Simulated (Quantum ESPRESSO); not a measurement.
# arsenene, 1 layer: a series in biaxial strain, part 2 of 5

Wanted: a table for arsenene, 1 layer against biaxial strain, and what can be fitted to it.

Quantum ESPRESSO 7.5; plane-wave DFT, PBE, GBRV ultrasoft pseudopotentials.

So far. Step 2 (Relaxing cell and ions of the reference):  The last row is no step: it is a fresh SCF in the final cell with a new plane-wave basis, -0 meV from the row before.

### Step 3. Relaxation with pw.x, -4 %

Contents of m0.relax.in:

```
&control
  prefix = 'm0.relax'
  outdir = './out'
  pseudo_dir = './pseudo'
  nstep = 40
  forc_conv_thr = 0.0003
  calculation = 'relax'
  tstress = .true.
/
&system
  ibrav = 0
  nat = 2
  ntyp = 1
  ecutwfc = 50
  ecutrho = 250
  occupations = 'smearing'
  smearing = 'fd'
  degauss = 0.002
/
&electrons
  conv_thr = 1e-09
  mixing_beta = 0.4
  electron_maxstep = 120
  mixing_mode = 'plain'
/
&ions
/
ATOMIC_SPECIES
  As  74.9216  as_pbe_v1.uspp.F.UPF
CELL_PARAMETERS angstrom
  3.46575329280000 0.00000000000000 0.00000000000000
  -1.73287664640000 3.00143039424000 0.00000000000000
  0.00000000000000 0.00000000000000 16.40000000000000
ATOMIC_POSITIONS crystal
  As  0.666666666700 0.333333333300 0.457398457800
  As  0.333333333300 0.666666666700 0.542601542200
K_POINTS automatic
  12 12 1 0 0 0
```

Run with:

```console
$ OMP_NUM_THREADS=1 mpirun -n 4 pw.x -nk 4 -in m0.relax.in > m0.relax.out
```

The program printed:

```text
[banner, memory and clock lines left out]
Program PWSCF v.7.5 starts
[citation notice left out]

[...]
Message from routine setup:
[...]
bravais-lattice index     =            0
     lattice parameter (alat)  =       6.5493  a.u.
     unit-cell volume          =    1151.2413 (a.u.)^3
     number of atoms/cell      =            2
     number of atomic types    =            1
     number of electrons       =        10.00
     number of Kohn-Sham states=            9
     kinetic-energy cutoff     =      50.0000  Ry
     charge density cutoff     =     250.0000  Ry
     scf convergence threshold =      1.0E-09
     mixing beta               =       0.4000
     number of iterations used =            8  plain     mixing
     energy convergence thresh.=      1.0E-04
     force convergence thresh. =      3.0E-04
     Exchange-correlation= SLA  PW   PBE  PBE
                           (   1   4   3   4   0   0   0)
     nstep                     =           40

[...]
PseudoPot. # 1 for As read from file:
     ./pseudo/as_pbe_v1.uspp.F.UPF
     Pseudo is Ultrasoft + core correction, Zval =  5.0
     Generated by new atomic code, or converted to UPF format
     Using radial grid of  875 points,  6 beta functions with:
                l(1) =   0
                l(2) =   0
                l(3) =   1
                l(4) =   1
                l(5) =   2
                l(6) =   2
     Q(r) pseudized with  8 coefficients,  rinner =    1.300   1.300   1.300
                                                       1.300   1.300

     atomic species   valence    mass     pseudopotential
     As                5.00    74.92160     As( 1.00)

     12 Sym. Ops., with inversion, found

[...]
number of k points=    19  Fermi-Dirac smearing, width (Ry)=  0.0020
[...]
Dense  grid:    76979 G-vectors     FFT dimensions: (  36,  36, 160)

     Smooth grid:    54961 G-vectors     FFT dimensions: (  30,  30, 144)

     Initial potential from superposition of free atoms

     starting charge       9.9995, renormalised to      10.0000

     negative rho (up, down):  7.665E-05 0.000E+00
     Starting wfcs are    8 randomized atomic wfcs +    1 random wfcs

     per-process dynamical memory:    51.2 Mb

     Self-consistent Calculation

     iteration #  1     ecut=    50.00 Ry     beta= 0.40
     Davidson diagonalization with overlap
     ethr =  1.00E-02,  avg # of iterations =  4.9

     Threshold (ethr) on eigenvalues was too large:
     Diagonalizing with lowered threshold

     Davidson diagonalization with overlap
     ethr =  2.34E-04,  avg # of iterations =  3.4

     negative rho (up, down):  1.321E-05 0.000E+00

     total energy              =     -80.53651939 Ry
     estimated scf accuracy    <       0.02308260 Ry

     iteration #  2     ecut=    50.00 Ry     beta= 0.40
[...]
negative rho (up, down):  3.296E-05 0.000E+00

[...]
total energy              =     -80.53614651 Ry
     estimated scf accuracy    <       0.00633786 Ry

     iteration #  3     ecut=    50.00 Ry     beta= 0.40
[...]
negative rho (up, down):  4.704E-05 0.000E+00

[...]
total energy              =     -80.53667468 Ry
     estimated scf accuracy    <       0.00023544 Ry

     iteration #  4     ecut=    50.00 Ry     beta= 0.40
[...]
negative rho (up, down):  5.887E-05 0.000E+00

[...]
total energy              =     -80.53681704 Ry
     estimated scf accuracy    <       0.00001858 Ry

     iteration #  5     ecut=    50.00 Ry     beta= 0.40
[...]
negative rho (up, down):  6.692E-05 0.000E+00

[...]
total energy              =     -80.53682751 Ry
     estimated scf accuracy    <       0.00001305 Ry

     iteration #  6     ecut=    50.00 Ry     beta= 0.40
[...]
negative rho (up, down):  7.221E-05 0.000E+00

[...]
total energy              =     -80.53682861 Ry
     estimated scf accuracy    <       0.00000178 Ry

     iteration #  7     ecut=    50.00 Ry     beta= 0.40
[...]
negative rho (up, down):  7.559E-05 0.000E+00

[...]
total energy              =     -80.53682916 Ry
     estimated scf accuracy    <       0.00000068 Ry

     iteration #  8     ecut=    50.00 Ry     beta= 0.40
[...]
negative rho (up, down):  7.746E-05 0.000E+00

[...]
total energy              =     -80.53682937 Ry
     estimated scf accuracy    <       0.00000004 Ry

     iteration #  9     ecut=    50.00 Ry     beta= 0.40
[...]
negative rho (up, down):  7.863E-05 0.000E+00

[...]
total energy              =     -80.53682942 Ry
     estimated scf accuracy    <          9.7E-09 Ry

     iteration # 10     ecut=    50.00 Ry     beta= 0.40
[...]
negative rho (up, down):  8.036E-05 0.000E+00

[...]
End of self-consistent calculation

          k = 0.0000 0.0000 0.0000 (  6939 PWs)   bands (ev):

   -16.4370  -9.6961  -3.1724  -2.0115  -2.0115   0.3650   1.5969   1.5969
     2.5137

          k = 0.0000 0.0962 0.0000 (  6909 PWs)   bands (ev):

   -16.3339  -9.6552  -3.1105  -3.0095  -2.2589   0.8624   1.5508   1.8417
     2.6880

[...]
the Fermi energy is    -1.3391 ev

!    total energy              =     -80.53682942 Ry
     estimated scf accuracy    <          3.5E-11 Ry
     smearing contrib. (-TS)   =      -0.00000000 Ry
     internal energy E=F+TS    =     -80.53682942 Ry

     The total energy is F=E-TS. E is the sum of the following terms:
     one-electron contribution =    -106.30061976 Ry
     hartree contribution      =      55.19739652 Ry
     xc contribution           =     -63.10455609 Ry
     ewald contribution        =      33.67094991 Ry

     convergence has been achieved in  10 iterations

     negative rho (up, down):  8.036E-05 0.000E+00

     Forces acting on atoms (cartesian axes, Ry/au):

     atom    1 type  1   force =     0.00000000    0.00000000   -0.02309766
     atom    2 type  1   force =     0.00000000    0.00000000    0.02309766

     Total force =     0.032665     Total SCF correction =     0.000000

     Computing stress (Cartesian axis) and pressure

[...]
smearing contrib. (-TS)   =      -0.00000000 Ry
     internal energy E=F+TS    =     -80.53757323 Ry

     The total energy is F=E-TS. E is the sum of the following terms:
     one-electron contribution =    -105.82028249 Ry
     hartree contribution      =      54.97243481 Ry
     xc contribution           =     -63.08811938 Ry
     ewald contribution        =      33.39839382 Ry

     convergence has been achieved in   6 iterations

     negative rho (up, down):  7.903E-05 0.000E+00

     Forces acting on atoms (cartesian axes, Ry/au):

     atom    1 type  1   force =    -0.00000000   -0.00000000   -0.00917134
     atom    2 type  1   force =     0.00000000    0.00000000    0.00917134

     Total force =     0.012970     Total SCF correction =     0.000024

     Computing stress (Cartesian axis) and pressure

     negative rho (up, down):  7.903E-05 0.000E+00
          total   stress  (Ry/bohr**3)                   (kbar)     P=       13.97
   0.00013212  -0.00000000   0.00000000           19.44       -0.00        0.00
   0.00000000   0.00013212   0.00000000            0.00       19.44        0.00
   0.00000000  -0.00000000   0.00002060            0.00       -0.00        3.03

     Energy error            =      7.4E-04 Ry
     Gradient error          =      9.2E-03 Ry/Bohr

     number of scf cycles    =   2
     number of bfgs steps    =   1

     energy             old  =     -80.5368294192 Ry
     energy             new  =     -80.5375732317 Ry

     CASE: energy            _new < energy            _old

     new trust radius        =       0.0152112295 bohr
     new conv_thr            =            7.4E-11 Ry

ATOMIC_POSITIONS (crystal)
As               0.6666666667        0.3333333333        0.4561623487
As               0.3333333333        0.6666666667        0.5438376513

[...]
NEW-OLD atomic charge density approx. for the potential

     negative rho (up, down):  8.068E-05 0.000E+00

     per-process dynamical memory:    55.3 Mb

     Self-consistent Calculation

     iteration #  1     ecut=    50.00 Ry     beta= 0.40
     Davidson diagonalization with overlap
     ethr =  1.00E-06,  avg # of iterations =  6.1

     negative rho (up, down):  7.846E-05 0.000E+00

     total energy              =     -80.53770975 Ry
     estimated scf accuracy    <       0.00003112 Ry

[...]
iteration #  6     ecut=    50.00 Ry     beta= 0.40
[...]
negative rho (up, down):  7.815E-05 0.000E+00

[...]
End of self-consistent calculation

[...]
the Fermi energy is    -1.2301 ev

!    total energy              =     -80.53771560 Ry
     estimated scf accuracy    <          4.9E-11 Ry
     smearing contrib. (-TS)   =      -0.00000000 Ry
     internal energy E=F+TS    =     -80.53771560 Ry

     The total energy is F=E-TS. E is the sum of the following terms:
     one-electron contribution =    -105.50159958 Ry
     hartree contribution      =      54.82294132 Ry
     xc contribution           =     -63.07736266 Ry
     ewald contribution        =      33.21830533 Ry

     convergence has been achieved in   6 iterations

     negative rho (up, down):  7.815E-05 0.000E+00

     Forces acting on atoms (cartesian axes, Ry/au):

     atom    1 type  1   force =     0.00000000    0.00000000   -0.00022125
     atom    2 type  1   force =    -0.00000000   -0.00000000    0.00022125

     Total force =     0.000313     Total SCF correction =     0.000002

     Computing stress (Cartesian axis) and pressure

     negative rho (up, down):  7.815E-05 0.000E+00
          total   stress  (Ry/bohr**3)                   (kbar)     P=       12.20
   0.00012450  -0.00000000   0.00000000           18.31       -0.00        0.00
  -0.00000000   0.00012450   0.00000000           -0.00       18.31        0.00
  -0.00000000  -0.00000000  -0.00000022           -0.00       -0.00       -0.03

     Energy error            =      1.4E-04 Ry
     Gradient error          =      2.2E-04 Ry/Bohr

     number of scf cycles    =   3
     number of bfgs steps    =   2

     energy             old  =     -80.5375732317 Ry
     energy             new  =     -80.5377155962 Ry

     CASE: energy            _new < energy            _old

     new trust radius        =       0.0003760352 bohr
     new conv_thr            =            1.0E-11 Ry

ATOMIC_POSITIONS (crystal)
As               0.6666666667        0.3333333333        0.4561502152
As               0.3333333333        0.6666666667        0.5438497848

[...]
NEW-OLD atomic charge density approx. for the potential

     negative rho (up, down):  7.813E-05 0.000E+00

     per-process dynamical memory:    55.3 Mb

     Self-consistent Calculation

     iteration #  1     ecut=    50.00 Ry     beta= 0.40
     Davidson diagonalization with overlap
     ethr =  1.00E-06,  avg # of iterations =  2.0

     Threshold (ethr) on eigenvalues was too large:
     Diagonalizing with lowered threshold

     Davidson diagonalization with overlap
     ethr =  2.01E-10,  avg # of iterations =  4.1

     negative rho (up, down):  7.813E-05 0.000E+00

     total energy              =     -80.53771568 Ry
     estimated scf accuracy    <       0.00000002 Ry

[...]
iteration #  4     ecut=    50.00 Ry     beta= 0.40
[...]
negative rho (up, down):  7.813E-05 0.000E+00

[...]
End of self-consistent calculation

          k = 0.0000 0.0000 0.0000 (  6939 PWs)   bands (ev):

   -16.2223  -9.7632  -3.2475  -1.7885  -1.7885   0.4865   1.6788   1.6788
     2.5488

          k = 0.0000 0.0962 0.0000 (  6909 PWs)   bands (ev):

   -16.1197  -9.7204  -3.1841  -2.7869  -2.0357   0.9578   1.6009   1.9068
     2.6765

[...]
the Fermi energy is    -1.2290 ev

!    total energy              =     -80.53771568 Ry
     estimated scf accuracy    <          8.9E-12 Ry
     smearing contrib. (-TS)   =      -0.00000000 Ry
     internal energy E=F+TS    =     -80.53771568 Ry

     The total energy is F=E-TS. E is the sum of the following terms:
     one-electron contribution =    -105.49370197 Ry
     hartree contribution      =      54.81923829 Ry
     xc contribution           =     -63.07709968 Ry
     ewald contribution        =      33.21384769 Ry

     convergence has been achieved in   4 iterations

     negative rho (up, down):  7.813E-05 0.000E+00

     Forces acting on atoms (cartesian axes, Ry/au):

     atom    1 type  1   force =     0.00000000    0.00000000   -0.00000296
     atom    2 type  1   force =    -0.00000000   -0.00000000    0.00000296

     Total force =     0.000004     Total SCF correction =     0.000001
     SCF correction compared to forces is large: reduce conv_thr to get better values

     Computing stress (Cartesian axis) and pressure

     negative rho (up, down):  7.813E-05 0.000E+00
          total   stress  (Ry/bohr**3)                   (kbar)     P=       12.16
   0.00012432   0.00000000   0.00000000           18.29        0.00        0.00
   0.00000000   0.00012432  -0.00000000            0.00       18.29       -0.00
   0.00000000  -0.00000000  -0.00000073            0.00       -0.00       -0.11

     Energy error            =      8.1E-08 Ry
     Gradient error          =      3.0E-06 Ry/Bohr

     bfgs converged in   4 scf cycles and   3 bfgs steps
     (criteria: energy <  1.0E-04 Ry, force <  3.0E-04 Ry/Bohr)

     End of BFGS Geometry Optimization

     Final energy             =     -80.5377156774 Ry

     File ./out/m0.relax.bfgs deleted, as requested
Begin final coordinates

ATOMIC_POSITIONS (crystal)
As               0.6666666667        0.3333333333        0.4561502152
As               0.3333333333        0.6666666667        0.5438497848
End final coordinates

[...]
```

Wall time 18 s (4 MPI ranks of Intel Xeon 6975P-C (Granite Rapids), shared host); peak memory 0.59 GiB.

Step by step:

| step | energy less that of the first step (eV) | largest force (eV/Å) |
| --- | --- | --- |
| 1 | 0.0000 | 0.5939 |
| 2 | -0.0101 | 0.2358 |
| 3 | -0.0121 | 0.0057 |
| 4 | -0.0121 | 0.0001 |

The atoms that moved most (Å):

| atom | dx | dy | dz | length |
| --- | --- | --- | --- | --- |
| As1 | 0.000 | 0.000 | -0.020 | 0.020 |
| As2 | 0.000 | 0.000 | 0.020 | 0.020 |

Final coordinates:

```
CELL_PARAMETERS angstrom
3.46575 0.00000 0.00000
-1.73288 3.00143 0.00000
0.00000 0.00000 16.40000
ATOMIC_POSITIONS crystal
As 0.66667 0.33333 0.45615
As 0.33333 0.66667 0.54385
```

The relaxation lowers the energy by 6 meV an atom.

This step gave:

| Property | Result |
| --- | --- |
| free energy | -1095.7714 eV |
| Fermi energy | -1.229 eV |

### Step 4. Ground state, -4 %

The self-consistent run of this member.

Contents of m0.scf.in:

```
&control
  prefix = 'm0.scf'
  outdir = './out'
  pseudo_dir = './pseudo'
  calculation = 'scf'
  tprnfor = .true.
/
&system
  ibrav = 0
  nat = 2
  ntyp = 1
  ecutwfc = 40
  ecutrho = 200
  occupations = 'smearing'
  smearing = 'fd'
  degauss = 0.002
  nbnd = 9
/
&electrons
  conv_thr = 1e-09
  mixing_beta = 0.4
  electron_maxstep = 120
  mixing_mode = 'plain'
/
ATOMIC_SPECIES
  As  74.9216  as_pbe_v1.uspp.F.UPF
CELL_PARAMETERS angstrom
  3.46575329280000 0.00000000000000 0.00000000000000
  -1.73287664640000 3.00143039424000 0.00000000000000
  0.00000000000000 0.00000000000000 16.40000000000000
ATOMIC_POSITIONS crystal
  As  0.666666666700 0.333333333300 0.456150215200
  As  0.333333333300 0.666666666700 0.543849784800
K_POINTS automatic
  12 12 1 0 0 0
```

Run with:

```console
$ OMP_NUM_THREADS=1 mpirun -n 4 pw.x -nk 4 -in m0.scf.in > m0.scf.out
```

The program printed:

```text
[banner, memory and clock lines left out]
Program PWSCF v.7.5 starts
[citation notice left out]

[...]
Message from routine setup:
[...]
bravais-lattice index     =            0
     lattice parameter (alat)  =       6.5493  a.u.
     unit-cell volume          =    1151.2413 (a.u.)^3
     number of atoms/cell      =            2
     number of atomic types    =            1
     number of electrons       =        10.00
     number of Kohn-Sham states=            9
     kinetic-energy cutoff     =      40.0000  Ry
     charge density cutoff     =     200.0000  Ry
     scf convergence threshold =      1.0E-09
     mixing beta               =       0.4000
     number of iterations used =            8  plain     mixing
     Exchange-correlation= SLA  PW   PBE  PBE
                           (   1   4   3   4   0   0   0)

[...]
PseudoPot. # 1 for As read from file:
     ./pseudo/as_pbe_v1.uspp.F.UPF
     Pseudo is Ultrasoft + core correction, Zval =  5.0
     Generated by new atomic code, or converted to UPF format
     Using radial grid of  875 points,  6 beta functions with:
                l(1) =   0
                l(2) =   0
                l(3) =   1
                l(4) =   1
                l(5) =   2
                l(6) =   2
     Q(r) pseudized with  8 coefficients,  rinner =    1.300   1.300   1.300
                                                       1.300   1.300

     atomic species   valence    mass     pseudopotential
     As                5.00    74.92160     As( 1.00)

     12 Sym. Ops., with inversion, found

[...]
number of k points=    19  Fermi-Dirac smearing, width (Ry)=  0.0020
[...]
Dense  grid:    54961 G-vectors     FFT dimensions: (  30,  30, 144)

     Smooth grid:    39407 G-vectors     FFT dimensions: (  27,  27, 125)

     Initial potential from superposition of free atoms

     starting charge       9.9995, renormalised to      10.0000

     negative rho (up, down):  8.632E-05 0.000E+00
     Starting wfcs are    8 randomized atomic wfcs +    1 random wfcs

     per-process dynamical memory:    36.5 Mb

     Self-consistent Calculation

     iteration #  1     ecut=    40.00 Ry     beta= 0.40
     Davidson diagonalization with overlap
     ethr =  1.00E-02,  avg # of iterations =  4.9

     Threshold (ethr) on eigenvalues was too large:
     Diagonalizing with lowered threshold

     Davidson diagonalization with overlap
     ethr =  2.31E-04,  avg # of iterations =  3.4

     negative rho (up, down):  1.292E-04 0.000E+00

     total energy              =     -80.53719704 Ry
     estimated scf accuracy    <       0.02294878 Ry

     iteration #  2     ecut=    40.00 Ry     beta= 0.40
[...]
negative rho (up, down):  1.690E-04 0.000E+00

[...]
total energy              =     -80.53698845 Ry
     estimated scf accuracy    <       0.00603622 Ry

     iteration #  3     ecut=    40.00 Ry     beta= 0.40
[...]
negative rho (up, down):  1.774E-04 0.000E+00

[...]
total energy              =     -80.53742484 Ry
     estimated scf accuracy    <       0.00029260 Ry

     iteration #  4     ecut=    40.00 Ry     beta= 0.40
[...]
c_bands:  1 eigenvalues not converged
[...]
negative rho (up, down):  1.819E-04 0.000E+00

[...]
total energy              =     -80.53751527 Ry
     estimated scf accuracy    <       0.00001177 Ry

     iteration #  5     ecut=    40.00 Ry     beta= 0.40
[...]
negative rho (up, down):  1.851E-04 0.000E+00

[...]
total energy              =     -80.53752906 Ry
     estimated scf accuracy    <       0.00000354 Ry

     iteration #  6     ecut=    40.00 Ry     beta= 0.40
[...]
negative rho (up, down):  1.878E-04 0.000E+00

[...]
total energy              =     -80.53753001 Ry
     estimated scf accuracy    <       0.00000022 Ry

     iteration #  7     ecut=    40.00 Ry     beta= 0.40
[...]
negative rho (up, down):  1.896E-04 0.000E+00

[...]
total energy              =     -80.53753008 Ry
     estimated scf accuracy    <       0.00000004 Ry

     iteration #  8     ecut=    40.00 Ry     beta= 0.40
[...]
negative rho (up, down):  1.906E-04 0.000E+00

[...]
total energy              =     -80.53753010 Ry
     estimated scf accuracy    <       0.00000001 Ry

     iteration #  9     ecut=    40.00 Ry     beta= 0.40
[...]
negative rho (up, down):  1.924E-04 0.000E+00

[...]
End of self-consistent calculation

          k = 0.0000 0.0000 0.0000 (  4971 PWs)   bands (ev):

   -16.2235  -9.7625  -3.2471  -1.7891  -1.7891   0.4859   1.6784   1.6784
     2.5678

          k = 0.0000 0.0962 0.0000 (  4963 PWs)   bands (ev):

   -16.1209  -9.7197  -3.1838  -2.7876  -2.0363   0.9576   1.6018   1.9066
     2.7432

[...]
the Fermi energy is    -1.2276 ev

!    total energy              =     -80.53753010 Ry
     estimated scf accuracy    <          4.4E-10 Ry
     smearing contrib. (-TS)   =      -0.00000000 Ry
     internal energy E=F+TS    =     -80.53753010 Ry

     The total energy is F=E-TS. E is the sum of the following terms:
     one-electron contribution =    -105.49149298 Ry
     hartree contribution      =      54.81874623 Ry
     xc contribution           =     -63.07863100 Ry
     ewald contribution        =      33.21384766 Ry

     convergence has been achieved in   9 iterations

     negative rho (up, down):  1.924E-04 0.000E+00

     Forces acting on atoms (cartesian axes, Ry/au):

     atom    1 type  1   force =     0.00000000    0.00000000   -0.00023175
     atom    2 type  1   force =     0.00000000    0.00000000    0.00023175

     Total force =     0.000328     Total SCF correction =     0.000017

[...]
```

The job ended after 5.1 s (4 MPI ranks; peak memory 0.32 GiB; 19 s of CPU time).

This step gave:

* free energy: -1095.7689 eV
* Fermi energy: -1.228 eV
* valence top, on the run's zero: -1.789 eV
* conduction bottom, on the run's zero: -0.6549 eV
* gap by band count: 1.134 eV

(Continued in part 3 of 5.)

[Logs are printed without paths, hosts, clocks, repeated set-up lines and the standing remarks that a program may print on its own settings, such as how far it seeks lower states.]

[Hosts, paths, dates, database ids (printed as entryN), source tags and the programs' standing remarks are cut or masked in the printed files.]

[Maps of the electrostatic potential energy from Ansatz leave out the sawtooth potential of an applied field or a dipole correction, so their vacuum need not be flat; planar profiles and work functions include it.]
